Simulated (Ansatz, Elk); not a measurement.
# BiIr2Pb2: X-ray structure factors from the self-consistent density

Structure refinements treat a crystal as free atoms side by side. For a made-up structure of BiIr2Pb2 (cell and positions from a r2SCAN relaxation) the runs below show what the calculated density changes in F(hkl).

Main program and level: Elk 11.2.3 (patched build); DFT, PBE, all-electron APW+lo, Dirac cores, scalar-relativistic bands, static density, no spin.

This account leaves out most program logs.

The structure was built from a prototype and need not be the compound's stable phase.

## Step 1: Set-up

Symmetry: I4/mmm, No. 139, tetragonal system. Conventional cell: a = 4.550 Å, b = 4.550 Å, c = 11.432 Å, α = 90.00°, β = 90.00°, γ = 90.00°. Bi has 8 Pb at 3.52 Å and 8 Ir at 3.65 Å nearest. Nearest to Pb lie 4 Ir at 2.68 Å and 1 Pb at 2.88 Å and 4 Bi at 3.52 Å. Nearest to Ir lie 4 Pb at 2.68 Å and 4 Ir at 3.22 Å and 4 Bi at 3.65 Å. Farther neighbours are not listed.

## Step 2: Ground state and structure factors

An all-electron density is needed, since X-rays see the cores too. Task 0 finds the density and task 195 Fourier-transforms it; tshift is off so that phases refer to the origin typed.

elk.in reads:

```
tasks
  0
  195

xctype
  20

spinpol
  .false.

rgkmax
  7.0

gmaxvr
  14.0

lmaxo
  7

lmaxapw
  8

swidth
  0.002

tshift
  .false.

ramdisk
  .false.

hmaxvr
  5.5

maxscl
  120

epspot
  1e-06

sppath
  './'

avec
  -4.29897546175 4.29897546175 10.80205005277
  4.29897546175 -4.29897546175 10.80205005277
  4.29897546175 4.29897546175 -10.80205005277

atoms
  3
  'Bi.in'
  1
  0.0000000000 -0.0000000000 -0.0000000000   0.000000 0.000000 0.000000
  'Pb.in'
  2
  0.6258166009 0.6258166009 0.0000000000   0.000000 0.000000 0.000000
  0.3741833991 0.3741833991 0.0000000000   0.000000 0.000000 0.000000
  'Ir.in'
  2
  0.2500000000 0.7500000000 0.5000000000   0.000000 0.000000 0.000000
  0.7500000000 0.2500000000 0.5000000000   0.000000 0.000000 0.000000

ngridk
  7 7 7
```

The run is started by

```bash
$ OMP_NUM_THREADS=4 elk
```

Elapsed: 50 s, on 4 threads of Intel Xeon 6975P-C (Granite Rapids), shared host; peak memory 0.29 GiB.

SFACRHO.OUT:

```text

h k l indices transformed by vhmat matrix:
   1.000000000       0.000000000       0.000000000    
   0.000000000       1.000000000       0.000000000    
   0.000000000       0.000000000       1.000000000    

      h      k      l  multipl.   |H|            Re(F)            Im(F)           |F|

      0      0      0      1   0.0000000       401.00000      0.11741720E-16   401.00000    
      1      1     -1      2  0.58166601      -70.239037     -0.17494667E-13   70.239037    
      0      1      0      8  0.78652333      -30.291265      -0.0000000       30.291265    
     -1      1      0      4   1.0334748       82.374990      0.19739660E-16   82.374990    
      2      1     -1      8   1.1381079       175.60281      -0.0000000       175.60281    
     -2     -2      2      2   1.1633320       63.516410     -0.32656183E-13   63.516410    
     -1     -1      2      8   1.1859197       204.29485     -0.14999334E-12   204.29485    
      1     -1     -1      4   1.4615541       331.40152      0.71450457E-13   331.40152    
      2      2     -1      8   1.5560886      -190.76612      0.39993661E-13   190.76612    
      0      2     -2      8   1.5730467      -58.635809     -0.14147281E-12   58.635809    
      3      2     -2      8   1.6274615       157.33470      -0.0000000       157.33470    
     -1      2      0     16   1.6597468      -25.953890      -0.0000000       25.953890    
     -3     -3      3      2   1.7449980      -51.240560      0.44403424E-13   51.240560    
     -2     -1      0     16   1.8524120       154.77987      -0.0000000       154.77987    
     -3     -1      1      8   1.8680155       55.704402      0.29006934E-13   55.704402    
     -3     -3      2      8   2.0280750       180.49300     -0.28168825E-13   180.49300    
      2     -2      0      4   2.0669497       297.35981     -0.56831501E-16   297.35981    
     -3      1      1      8   2.1472346      -52.661618      0.11392038E-12   52.661618
```

Elk indexes on the primitive cell of elk.in and gives |H| = 4π sin θ/λ in inverse bohr. Below, one row stands for each form hkl of the conventional cell (m members, Friedel mates merged), F is for one primitive cell and the density is static (no thermal factor). Free-atom factors are Waasmaier and Kirfel's, and R is Σm||F|−|F'||/Σm|F|.

```csv
hkl,m,sin θ/λ (Å⁻¹),"abs F, DFT",neutral atoms,diff.
002,2,0.087,70.239,69.689,+0.550
101,8,0.118,30.291,30.225,+0.066
110,4,0.155,82.375,82.938,-0.563
103,8,0.171,175.603,175.831,-0.228
004,2,0.175,63.516,63.428,+0.088
112,8,0.178,204.295,204.298,-0.003
200,4,0.220,331.401,331.782,-0.381
114,8,0.234,190.766,191.247,-0.481
202,8,0.237,58.636,58.880,-0.244
105,8,0.245,157.335,157.445,-0.110
211,16,0.250,25.954,25.996,-0.042
006,2,0.262,51.241,51.707,-0.466
213,16,0.279,154.780,154.925,-0.145
204,8,0.281,55.704,55.831,-0.127
```

## Step 3: The highest occupied states alone

An energy window below the Fermi level keeps the highest occupied states, to see at which angles they scatter; shallow core shells can lie inside it and anion s states outside. No new self-consistency is needed.

Changes to elk.in since step 2:

```diff
@@ -1,3 +1,2 @@
 tasks
-  0
   195
@@ -40,2 +39,5 @@
 
+wsfac
+  -0.255470 0.595770
+
 sppath
```

The run is started by

```bash
$ OMP_NUM_THREADS=4 elk
```

Elapsed: 11 s, on 4 threads; peak memory 0.18 GiB.

States within 15 eV below the Fermi level hold 31.00 electrons; any levels below the window count with the cores. Their amplitudes can exceed the total, where window and core parts have opposite phase:

```
hkl  sin θ/λ (Å⁻¹)  abs F, window  abs F, all
002          0.087         11.137      70.239
101          0.118          0.326      30.291
110          0.155          5.880      82.375
103          0.171          1.570     175.603
004          0.175          6.507      63.516
112          0.178          7.441     204.295
200          0.220          4.542     331.401
114          0.234          3.435     190.766
202          0.237          3.383      58.636
105          0.245          0.011     157.335
```

## Step 4: Another functional

The difference from free atoms is small, so it is set against the change that LDA (Perdew-Wang) makes.

Changes to elk.in since step 3:

```diff
@@ -1,2 +1,3 @@
 tasks
+  0
   195
@@ -4,3 +5,3 @@
 xctype
-  20
+  3
 
@@ -39,5 +40,2 @@
 
-wsfac
-  -0.255470 0.595770
-
 sppath
```

The run is started by

```bash
$ OMP_NUM_THREADS=4 elk
```

Elapsed: 30 s, on 4 threads; peak memory 0.22 GiB; 94 s of CPU time.

Against the first run R = 0.01 %; the largest change is -0.048 at 220.

## Step 5: Basis size

A smaller basis shows how fast F responds to it; the change is likely larger than the basis error of the first run, but doesn't show convergence.

Changes to elk.in since step 4:

```diff
@@ -5,3 +5,3 @@
 xctype
-  3
+  20
 
@@ -11,3 +11,3 @@
 rgkmax
-  7.0
+  5.5
```

The run is started by

```bash
$ OMP_NUM_THREADS=4 elk
```

Wall time 50 s (4 threads); peak memory 0.27 GiB; 2.6 min of CPU time.

Against the first run R = 0.03 %; the largest change is +0.261 at 008.

## Step 6: Settings against the effect

| run | R against the first run (%) | R against neutral atoms, low angle (%) | wall time |
| --- | --- | --- | --- |
| PBE, rgkmax 7 | 0.00 | 0.16 | 50 s |
| LDA (Perdew-Wang) | 0.01 | 0.16 | 30 s |
| rgkmax 5.5 | 0.03 | 0.16 | 50 s |

## Step 7: Results

- R against neutral atoms, sin θ/λ < 0.3 Å⁻¹: 0.16 %
- R against neutral atoms, 0.3 to 0.74 Å⁻¹: 0.09 %

**Reading.** Independent neutral atoms miss the calculated amplitudes by R = 0.16 % below 0.3 Å⁻¹ and 0.09 % from there to 0.74 Å⁻¹; by shells, 0.43 % below 0.15 Å⁻¹ (2 forms), 0.15 % 0.15 to 0.3 (12 forms), 0.08 % 0.3 to 0.45 (26 forms), 0.09 % above 0.45 (109 forms). Bonding, aspherical density and the tables' own atoms all enter these figures, and the runs don't part them. The largest change of an amplitude is -0.56 electrons, at 110. The window's part falls from 31.0 electrons at the origin to at most 0.64 between 0.45 and 0.74 Å⁻¹. Below 0.3 Å⁻¹ the changes that finished (LDA (Perdew-Wang) and rgkmax 5.5) move F by R = 0.05 % at most, against the 0.16 % that separates it from free atoms. A single amplitude moves by up to 0.26 electrons, against 0.56 for the largest difference from free atoms. The k-mesh has no finished test. These runs have no spin, though d or f shells may be open. Spin-orbit coupling is left out, which can matter for elements this heavy. Part of the difference isn't bonding: the tables are fits to free atoms and ions calculated by other methods than this functional. Thermal motion, anomalous dispersion and extinction are left out.

[Logs are printed without paths, hosts, clocks, repeated set-up lines and the standing remarks that a program may print on its own settings, such as how far it seeks lower states.]

[Hosts, paths, dates, database ids (printed as entryN), source tags and the programs' standing remarks are cut or masked in the printed files.]
